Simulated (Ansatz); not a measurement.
**Antimonene bilayer (AA') in a perpendicular field**

Wanted: the out-of-plane response of the antimonene bilayer (AA'). A positive field points along +c.

Method: plane-wave DFT, PBEsol-D3(BJ), Ansatz PAW (set soft_1); PAW set soft_1, in the first sound run; inputs show where later runs differ, in Ansatz 0.2.0.

## (1) Set-up

The cell holds 4 atoms: 4 Sb. Cell: a = 4.120 Å, b = 4.120 Å, c = 43.600 Å, α = 90.0°, β = 90.0°, γ = 120.0°. Regions: layer 1: antimonene, 2 atoms (2 Sb); layer 2: antimonene, 2 atoms (2 Sb). Vacuum lies along c.

## (2) Relaxation

The starting cell is a guess, so the in-plane lattice and the atoms are relaxed first, with the slab cut off from its images along the normal.

File input.yaml:

```yaml
crystal:
  lattice:
    - [4.12, 0.0, 0.0]
    - [-2.06, 3.5680246636, 0.0]
    - [0.0, 0.0, 43.5999999986]
  atoms:
    - { symbol: Sb, position: [0.6666666667, 0.3333333333, 0.4277522936] }
    - { symbol: Sb, position: [0.3333333333, 0.6666666667, 0.4655963303] }
    - { symbol: Sb, position: [0.3333333333, 0.6666666667, 0.5344036697] }
    - { symbol: Sb, position: [0.6666666667, 0.3333333333, 0.5722477064] }
  periodic: [true, true, false]
kpoints:
  mp_grid: { grid: [12, 12, 1] }
hamiltonian:
  xc: pbesol
  dispersion: d3bj
  pseudopotentials: { kind: paw, azcp: { folder: soft_1 }, xc_functional: pbe }
scf:
  occupations: { method: fermi_dirac, width: 0.05 }
  convergence: { dr2_threshold: 1.0e-09 }
relax:
  f_tol: 0.004
  max_steps: 90
  cell: {}
output:
  write_potential: true
  write_density: true
  volumetric_format: npy
```

Run with:

```bash
ansatz run input.yaml --threads 4 --pin off --max-ram 6144MiB --backend cpu --events-out ev --progress --plain --runs-dir out
```

Numbers of over 12 decimals in the logs are rounded to 6 here.

The log of the run:

```text
Warning: relax.cell: scf.convergence.dr2_threshold = 1e-9 eV is looser than the 1.50551394521e-10 eV advised for a relaxation that steers and ends on the stress (1e-10 eV for each atom of the cell: 4, times the square of relax.cell.stress_2d_tol = 0.05 N/m over 16.3 Å (the atoms' height at the walk's start and 5 Å past either face), 3.067e-2 GPa, over a crystal's default 0.05). What an SCF threshold leaves in a stress goes as its square root, and in the free energy as the threshold itself, and one threshold admits the most on a small cell: [figures from the program's tests cut] Set scf.convergence.dr2_threshold to 1.50551394521e-10 eV or tighter. [rest of the remark cut]
Engine: ansatz 0.2.0, x86_64-unknown-linux-gnu
Pseudopotentials: kind: paw
Pseudopotential: Sb, paw, valence charge 15, recommended cutoff 420 eV (normal), soft_1/Sb.paw.azcp
Functional definition: PBEsol
  exchange = pbesol_x
  correlation = pbesol_c
Crystal: 4 atoms, lattice volume = 640.931 Å³
Basis set: ecut = 420 eV, 12397 PW (Γ), exchange–correlation on 60×60×600 points (8 copies of the dense FFT grid, shifted against one another)
Bands: 36, of which v1, the nominal top of the filled ones, is band 30 counted from 1 (29 counted from 0)
Symmetry: 12 space group operations
Space group: P-6m2 (ITA 187), of the structure as read, at distance tolerance 8.6e-5 Å
k-points: 19 of 144 (time reversal used)
Non-local potential: Sb, projectors of the file, l = 0: 2, l = 1: 2, l = 2: 2, l = 3: 1
PAW form: soft (Blöchl's): semilocal exchange-correlation on the pseudo side does not see the compensation charge
PAW frozen core: Sb, regenerated for the run's functional, and the local potential with it (the file was generated under x = pbe(κ = 0.804, μ = 0.219515), c = pbe(β = 0.066725))
PAW one-centre angular grid: Sb, 590 points (default); XC on 64 Gauss nodes
Initial density: superposition of atomic densities (neutral atoms: chi_scale 0, normalization atom)
Initial wavefunctions: pseudopotential atomic-orbital guess
Functional: x = pbesol(κ = 0.804, μ = 0.123457), c = pbesol(β = 0.046)
iter 1 solved again at ethr=7.09e-4 eV; its pass at ethr=3.10e-3 eV (dr2=4.25e-1 eV) is discarded
SCF iter   1: F=—  HF=-25632.703223 eV  |F-HF|=—  |Δ(HF+E_count)|=         —  Δρ=7.52e-3  dr2=4.30e-1  ethr=7.09e-4  ⟨swp⟩=2.0  Hψ=5448  notcnv=0
preconditioner: auto → LDOS  [metal: Δε(μ)=0.016 eV  Ē_g=7.439 eV  σ=0.050 eV  W_gap=0.08  n_scr=66 (ndim 8)  ℏωp=6.6 eV  f_vac=0.753  D(μ)=3.46/eV (n_scr^D=12)  β→1.0]
SCF iter   2: F=—  HF=-25632.603635 eV  |F-HF|=—  |Δ(HF+E_count)|=   9.96e-2  Δρ=1.85e-3  dr2=3.18e-2  ethr=7.09e-4  ⟨swp⟩=3.7  Hψ=1381  notcnv=0
SCF iter   3: F=—  HF=-25632.603525 eV  |F-HF|=—  |Δ(HF+E_count)|=   1.11e-4  Δρ=8.89e-4  dr2=6.55e-3  ethr=5.30e-5  ⟨swp⟩=3.0  Hψ=1587  notcnv=0
SCF iter   4: F=—  HF=-25632.601573 eV  |F-HF|=—  |Δ(HF+E_count)|=   1.95e-3  Δρ=3.38e-4  dr2=1.54e-3  ethr=1.09e-5  ⟨swp⟩=2.7  Hψ=1401  notcnv=0
SCF iter   5: F=—  HF=-25632.601279 eV  |F-HF|=—  |Δ(HF+E_count)|=   2.94e-4  Δρ=1.01e-4  dr2=1.48e-4  ethr=2.57e-6  ⟨swp⟩=3.0  Hψ=1441  notcnv=0
SCF iter   6: F=—  HF=-25632.601261 eV  |F-HF|=—  |Δ(HF+E_count)|=   1.79e-5  Δρ=4.41e-5  dr2=1.83e-5  ethr=2.47e-7  ⟨swp⟩=3.0  Hψ=1431  notcnv=0
SCF iter   7: F=—  HF=-25632.601254 eV  |F-HF|=—  |Δ(HF+E_count)|=   7.62e-6  Δρ=7.40e-6  dr2=1.18e-6  ethr=3.05e-8  ⟨swp⟩=2.9  Hψ=1387  notcnv=0
SCF iter   8: F=—  HF=-25632.601233 eV  |F-HF|=—  |Δ(HF+E_count)|=   2.02e-5  Δρ=3.41e-6  dr2=1.33e-7  ethr=1.96e-9  ⟨swp⟩=3.9  Hψ=1513  notcnv=0
SCF iter   9: F=—  HF=-25632.601234 eV  |F-HF|=—  |Δ(HF+E_count)|=   1.08e-7  Δρ=1.13e-6  dr2=2.42e-8  ethr=2.21e-10  ⟨swp⟩=2.3  Hψ=1255  notcnv=0
SCF iter  10: F=—  HF=-25632.601234 eV  |F-HF|=—  |Δ(HF+E_count)|=   3.75e-8  Δρ=3.79e-7  dr2=1.91e-9  ethr=4.04e-11  ⟨swp⟩=3.7  Hψ=1511  notcnv=0
SCF iter  11: F=-25632.601234 eV  HF=-25632.601234 eV  |F-HF|=1.34e-9  |Δ(HF+E_count)|=   8.97e-9  Δρ=7.50e-8  dr2=1.20e-10  ethr=1.67e-12  ⟨swp⟩=10.9  Hψ=4870  notcnv=0
SCF 1 converged in 11 iterations: F = -25632.601234 eV  dr2 = 1.20e-10
  greatest PAW one-centre occupation: 0.996 electrons in one spin orbital (limit 2), on the Sb atom at site 1 (counted from 0), in its partial waves of l = 2
relax step   1: F+E_penalty+E_count = -25632.60123358 eV  Δ(F+E_penalty+E_count) = +0.000e0 eV  max|allowed force component| = 1.142e0 eV/Å  Δτ_max = 0.0000 Å  P = -1.740 N/m  Ω = 640.931 Å³  fix = [c, alpha, beta]  reactions: c -0.000 N/m  (11 SCF iters, accepted)
Crystal: 4 atoms, lattice volume = 635.075 Å³
Basis set: ecut = 420 eV, 12313 PW (Γ), exchange–correlation on 60×60×600 points (8 copies of the dense FFT grid, shifted against one another)
Initial density: handed on by an earlier stage of this run
Initial wavefunctions: those handed on with the density
iter 1 solved again at ethr=1.71e-4 eV; its pass at ethr=3.10e-3 eV (dr2=1.02e-1 eV) is discarded
SCF iter   1: F=—  HF=-25632.851851 eV  |F-HF|=—  |Δ(HF+E_count)|=         —  Δρ=3.60e-3  dr2=1.03e-1  ethr=1.71e-4  ⟨swp⟩=2.0  Hψ=4902  notcnv=0
preconditioner: auto → LDOS  [insulator: Δε(μ)=0.224 eV  Ē_g=7.512 eV  σ=0.050 eV  W_gap=0.80  n_scr=66 (ndim 8)  ℏωp=6.6 eV  f_vac=0.753  D(μ)=0.45/eV (n_scr^D=4)  ε∞_Penn≈1.8  β→1.0]
SCF iter   2: F=—  HF=-25632.860724 eV  |F-HF|=—  |Δ(HF+E_count)|=   8.87e-3  Δρ=2.11e-3  dr2=1.78e-1  ethr=1.71e-4  ⟨swp⟩=3.9  Hψ=1600  notcnv=0
SCF iter   3: F=—  HF=-25632.833129 eV  |F-HF|=—  |Δ(HF+E_count)|=   2.76e-2  Δρ=6.34e-4  dr2=9.93e-3  ethr=1.71e-4  ⟨swp⟩=4.9  Hψ=1725  notcnv=0
SCF iter   4: F=—  HF=-25632.832132 eV  |F-HF|=—  |Δ(HF+E_count)|=   9.97e-4  Δρ=1.81e-4  dr2=4.87e-4  ethr=1.65e-5  ⟨swp⟩=2.7  Hψ=1021  notcnv=0  defer=2
SCF iter   5: F=—  HF=-25632.832029 eV  |F-HF|=—  |Δ(HF+E_count)|=   1.03e-4  Δρ=4.07e-5  dr2=1.20e-5  ethr=8.12e-7  ⟨swp⟩=3.1  Hψ=1380  notcnv=0  defer=2
SCF iter   6: F=—  HF=-25632.832030 eV  |F-HF|=—  |Δ(HF+E_count)|=   9.90e-7  Δρ=9.76e-6  dr2=8.18e-7  ethr=2.00e-8  ⟨swp⟩=3.1  Hψ=1412  notcnv=0  defer=2
SCF iter   7: F=—  HF=-25632.832009 eV  |F-HF|=—  |Δ(HF+E_count)|=   2.14e-5  Δρ=1.98e-6  dr2=4.85e-8  ethr=1.36e-9  ⟨swp⟩=3.1  Hψ=1215  notcnv=0  defer=2
SCF iter   8: F=—  HF=-25632.832009 eV  |F-HF|=—  |Δ(HF+E_count)|=   7.72e-8  Δρ=5.32e-7  dr2=2.37e-9  ethr=8.09e-11  ⟨swp⟩=3.5  Hψ=1456  notcnv=0  defer=2
SCF iter   9: F=-25632.832009 eV  HF=-25632.832009 eV  |F-HF|=4.13e-9  |Δ(HF+E_count)|=   4.57e-9  Δρ=1.30e-7  dr2=9.16e-11  ethr=1.67e-12  ⟨swp⟩=12.1  Hψ=5039  notcnv=0
SCF 2 converged in 9 iterations: F = -25632.832009 eV  dr2 = 9.16e-11
[...]
SCF iter   9: F=—  HF=-25632.969947 eV  |F-HF|=—  |Δ(HF+E_count)|=   3.50e-9  Δρ=6.99e-7  dr2=4.53e-9  ethr=1.90e-10  ⟨swp⟩=3.5  Hψ=1427  notcnv=0
SCF iter  10: F=—  HF=-25632.969947 eV  |F-HF|=—  |Δ(HF+E_count)|=  6.51e-10  Δρ=3.67e-7  dr2=1.39e-9  ethr=1.67e-12  ⟨swp⟩=11.9  Hψ=5054  notcnv=0
SCF iter  11: F=-25632.969947 eV  HF=-25632.969947 eV  |F-HF|=1.16e-10  |Δ(HF+E_count)|=  5.09e-11  Δρ=6.78e-8  dr2=8.28e-11  ethr=1.67e-12  ⟨swp⟩=9.6  Hψ=3954  notcnv=0
SCF 3 converged in 11 iterations: F = -25632.969947 eV  dr2 = 8.28e-11
relax step   3: F+E_penalty+E_count = -25632.96994680 eV  Δ(F+E_penalty+E_count) = -1.379e-1 eV  max|allowed force component| = 1.370e-1 eV/Å  Δτ_max = 0.1950 Å  P = -0.953 N/m  Ω = 620.077 Å³  energy of the carried Pulay correction = +4.225e-4 eV  fix = [c, alpha, beta]  reactions: c -0.000 N/m  (11 SCF iters, accepted)
[...]
relax step   4: F+E_penalty+E_count = -25632.99805213 eV  Δ(F+E_penalty+E_count) = -2.811e-2 eV  max|allowed force component| = 9.041e-2 eV/Å  Δτ_max = 0.1066 Å  P = -0.187 N/m  Ω = 604.678 Å³  energy of the carried Pulay correction = +7.435e-4 eV  fix = [c, alpha, beta]  reactions: c -0.000 N/m  (9 SCF iters, accepted)
[...]
relax step   5: F+E_penalty+E_count = -25632.99976186 eV  Δ(F+E_penalty+E_count) = -1.710e-3 eV  max|allowed force component| = 9.297e-3 eV/Å  Δτ_max = 0.0242 Å  P = +0.079 N/m  Ω = 602.072 Å³  energy of the carried Pulay correction = +7.987e-4 eV  fix = [c, alpha, beta]  reactions: c +0.000 N/m  (8 SCF iters, accepted)
[...]
relax step   6: F+E_penalty+E_count = -25632.99998030 eV  Δ(F+E_penalty+E_count) = -2.184e-4 eV  max|allowed force component| = 4.141e-3 eV/Å  Δτ_max = 0.0106 Å  P = +0.021 N/m  Ω = 602.808 Å³  energy of the carried Pulay correction = +7.831e-4 eV  fix = [c, alpha, beta]  reactions: c +0.000 N/m  (8 SCF iters, accepted)
[...]
relax step   7: F+E_penalty+E_count = -25632.99999160 eV  Δ(F+E_penalty+E_count) = -1.130e-5 eV  max|allowed force component| = 3.487e-4 eV/Å  Δτ_max = 0.0029 Å  P = -0.000 N/m  Ω = 602.997 Å³  energy of the carried Pulay correction = +7.791e-4 eV  fix = [c, alpha, beta]  reactions: c -0.000 N/m  (7 SCF iters, accepted)
Basis set: ecut = 420 eV, 11845 PW (Γ), exchange–correlation on 54×54×600 points (8 copies of the dense FFT grid, shifted against one another)
Initial wavefunctions: pseudopotential atomic-orbital guess (no wavefunctions were taken with the density)
iter 1 solved again at ethr=4.22e-7 eV; its pass at ethr=3.10e-3 eV (dr2=2.53e-4 eV) is discarded
SCF iter   1: F=—  HF=-25632.999224 eV  |F-HF|=—  |Δ(HF+E_count)|=         —  Δρ=3.03e-5  dr2=2.13e-6  ethr=4.22e-7  ⟨swp⟩=5.7  Hψ=7029  notcnv=0
SCF iter   2: F=—  HF=-25632.999200 eV  |F-HF|=—  |Δ(HF+E_count)|=   2.43e-5  Δρ=1.20e-5  dr2=2.01e-7  ethr=3.54e-9  ⟨swp⟩=3.6  Hψ=1743  notcnv=0
SCF iter   3: F=—  HF=-25632.999200 eV  |F-HF|=—  |Δ(HF+E_count)|=   9.06e-8  Δρ=3.80e-6  dr2=2.75e-8  ethr=3.35e-10  ⟨swp⟩=3.3  Hψ=1499  notcnv=0
SCF iter   4: F=—  HF=-25632.999200 eV  |F-HF|=—  |Δ(HF+E_count)|=   1.15e-8  Δρ=6.69e-7  dr2=1.27e-9  ethr=4.58e-11  ⟨swp⟩=3.1  Hψ=1433  notcnv=0
SCF iter   5: F=—  HF=-25632.999200 eV  |F-HF|=—  |Δ(HF+E_count)|=   1.33e-9  Δρ=2.90e-7  dr2=6.00e-9  ethr=1.67e-12  ⟨swp⟩=16.2  Hψ=5389  notcnv=0
SCF iter   6: F=-25632.999200 eV  HF=-25632.999200 eV  |F-HF|=9.46e-11  |Δ(HF+E_count)|=  7.49e-10  Δρ=7.05e-8  dr2=3.56e-11  ethr=1.67e-12  ⟨swp⟩=8.0  Hψ=3863  notcnv=0
SCF 8 converged in 6 iterations: F = -25632.999200 eV  dr2 = 3.56e-11
relax step   8: F+E_penalty+E_count = -25632.99920007 eV  Δ(F+E_penalty+E_count) = +7.915e-4 eV  max|allowed force component| = 6.872e-4 eV/Å  Δτ_max = 0.0000 Å  P = -0.001 N/m  Ω = 602.997 Å³  fix = [c, alpha, beta]  reactions: c -0.000 N/m  stress off target by 1.07e-3 N/m on what of the cell is left free  SCF on the basis re-selected at this cell (its energy is not comparable with the rows above)  (6 SCF iters)
basis re-selected at this cell: Δ(F+E_penalty+E_count) = +7.915e-4 eV, ΔP = -0.001 N/m vs the last step (what re-selecting the basis moved, of the pressure what is left beyond the Pulay correction that the steps carried, after the strain that the cell walked since its last selection, with what the two solves' SCF thresholds leave and, on support functions, any second-order correction that the steps lacked; it is no measure of the basis error at this ecutwfc). The dense FFT grid was sized anew with the basis: this SCF ran on 27×27×300 points, the steps before it on 30×30×300, so part of this shift can come from that change (see relax.cell in the input reference). [rest of the remark cut]
WARN: The output density's exchange-correlation potential varies sharply where the density is thin. Do not read a vacuum level from v_tot or v_xc, or from such a field of the output density. On a cell that repeats whose density bears no net charge and no dipole along the vacuum's axis use v_es (v_loc + v_h of the components); under efield.dipole_correction with no amplitude use v_es + v_field, which holds any externa [...]
SCF converged after 6 iterations
Free energy (F): -25632.999200 eV
Harris-Foulkes:  -25632.999200 eV  (|F-HF|=9.46e-11)
Internal energy: -25632.999133 eV  (E = F + TS)
E sigma→0 (E₀):  -25632.999166 eV
Entropy (-TS):   -0.000067 eV (-0.017 meV/atom)
Fermi energy:    -4.307602 eV
--- Per-component energies (eV) ---
  E_band       = -1518.597120
  E_kinetic    = 652.834024
  E_local      = -185344.357622  (includes V_loc(G=0)·N_el)
  E_nonlocal   = 1565.921608
  E_hartree    = 91699.048721
  E_xc         = -391.868439
  E_vxc        = -361.685089  (∫ρ·V_xc dr)
  E_paw        = -17870.925982  (= ΣΔE_a)
  E_vpaw       = -1429.407228  (= ΣTr[D̂ρ^β])
  E_aug_tail   = 0.000523  (compensation charges beyond the density's cutoff)
  E_ewald      = 84056.114042
  E_disp       = -1.093428  (pairwise vdW)
  E_core_change = 1.327420  (= ΣΔE_core)
  E_smearing   = -0.000067  (= −TS)
  E_closure    = 0.000000  (closes the sum)
  Σ components = -25632.999200   (vs F -25632.999200, Δ=0.00e0)
--- Forces (eV/Å), atoms counted from 1 ---
  atom   1  Sb     0.00000000     0.00000000    -0.00068724
  atom   2  Sb    -0.00000000    -0.00000000     0.00002987
  atom   3  Sb    -0.00000000    -0.00000000    -0.00002987
  atom   4  Sb     0.00000000     0.00000000     0.00068724
  max |Σ_I F_I| component: 1.85e-17 eV/Å
--- 2D stress c σ (N/m, compression-positive) ---
       -0.001067       0.000000       0.000000
        0.000000      -0.001067       0.000000
        0.000000       0.000000       0.000000
  P = ½ c Tr σ = -0.0011 N/m
--- Band table (eV; the first three rows and the last of 19) ---
  k-point 0: bands = [... 26 lower, -4.6870, -4.6870, -4.6147, -4.6147, -3.0305, -2.5451, -1.9235, -1.9235, ... 2 higher]
  k-point 1: bands = [... 26 lower, -5.4347, -4.9062, -4.8822, -4.8101, -2.5711, -2.2494, -2.0055, -1.7543, ... 2 higher]
  k-point 2: bands = [... 26 lower, -6.1052, -5.3080, -5.2364, -4.8780, -3.1022, -2.7838, -1.4570, -1.3958, ... 2 higher]
  k-point 18: bands = [... 26 lower, -7.3281, -6.9027, -6.7162, -6.3620, -3.8873, -3.3216, -1.7931, -1.7416, ... 2 higher]
  the weakly bound empty levels are not read free of the cell's end (no_gap_told)
--- Relaxed structure (7 steps of the walk, 7 accepted, 1 SCFs on fresh bases) ---
  F+E_penalty+E_count = -25632.99920007 eV   max|allowed force component| = 6.872e-4 eV/Å   (the final SCF, on the basis selected at the relaxed cell)
  cell:  # Å, volume = 602.9965 Å³
    - [3.996215, 0, 0.0]
    - [-1.998107, 3.460824, 0.0]
    - [0.0, 0.0, 43.5999999986]
  atoms:
    - { symbol: Sb, position: [0.666667, 0.333333, 0.417978] }
    - { symbol: Sb, position: [0.333333, 0.666667, 0.455852] }
    - { symbol: Sb, position: [0.333333, 0.666667, 0.544148] }
    - { symbol: Sb, position: [0.666667, 0.333333, 0.582022] }
```

It took 44 s on 4 threads of Intel Xeon 6975P-C (Granite Rapids), shared host; peak memory 1.3 GiB; 2.8 min of CPU time.

Step by step:

| step | energy less that of the first step (eV) | largest force component (eV/Å) | volume (Å³) |
| --- | --- | --- | --- |
| 1 | 0.0000 | 1.1423 | 640.93 |
| 2 | -0.2308 | 0.6918 | 635.07 |
| 3 | -0.3687 | 0.1370 | 620.08 |
| 4 | -0.3968 | 0.0904 | 604.68 |
| 5 | -0.3985 | 0.0093 | 602.07 |
| 6 | -0.3987 | 0.0041 | 602.81 |
| 7 | -0.3988 | 0.0003 | 603.00 |
| 8* | -0.3980 | 0.0007 | 603.00 |

Relaxation steps marked * repeat the geometry before them on a plane-wave basis chosen anew for their cell, so energy and pressure can jump there.

Forces are held to the 12 operations that the run works with; a distortion that breaks them can't arise in this run.

```csv
cell as run,before,after,change
a (Å),4.120,3.996,-3.0 %
b (Å),4.120,3.996,-3.0 %
```

The atoms that moved most (Å, along periodic axes as changes of fractional coordinates times the final cell, across vacuum about the mean position):

```csv
atom,dx,dy,dz,length
Sb1,0.000,0.000,-0.426,0.426
Sb4,0.000,0.000,0.426,0.426
Sb2,0.000,0.000,-0.425,0.425
Sb3,0.000,0.000,0.425,0.425
```

The relaxed structure:

```xyz
4
Lattice="3.9962 0.0000 0.0000 -1.9981 3.4608 0.0000 0.0000 0.0000 43.6000" Properties=species:S:1:pos:R:3
Sb    1.9981    1.1536   18.2238
Sb    0.0000    2.3072   19.8752
Sb    0.0000    2.3072   23.7248
Sb    1.9981    1.1536   25.3762
```

The lattice constant a goes from 4.120 to 3.996 Å.

(Continued in part 2 of 3.)

[Logs are printed without paths, hosts, clocks, repeated set-up lines and the standing remarks that a program may print on its own settings, such as how far it seeks lower states.]

[Hosts, paths, dates, database ids (printed as entryN), source tags and the programs' standing remarks are cut or masked in the printed files.]

[Maps of the electrostatic potential energy from Ansatz leave out the sawtooth potential of an applied field or a dipole correction, so their vacuum need not be flat; planar profiles and work functions include it.]
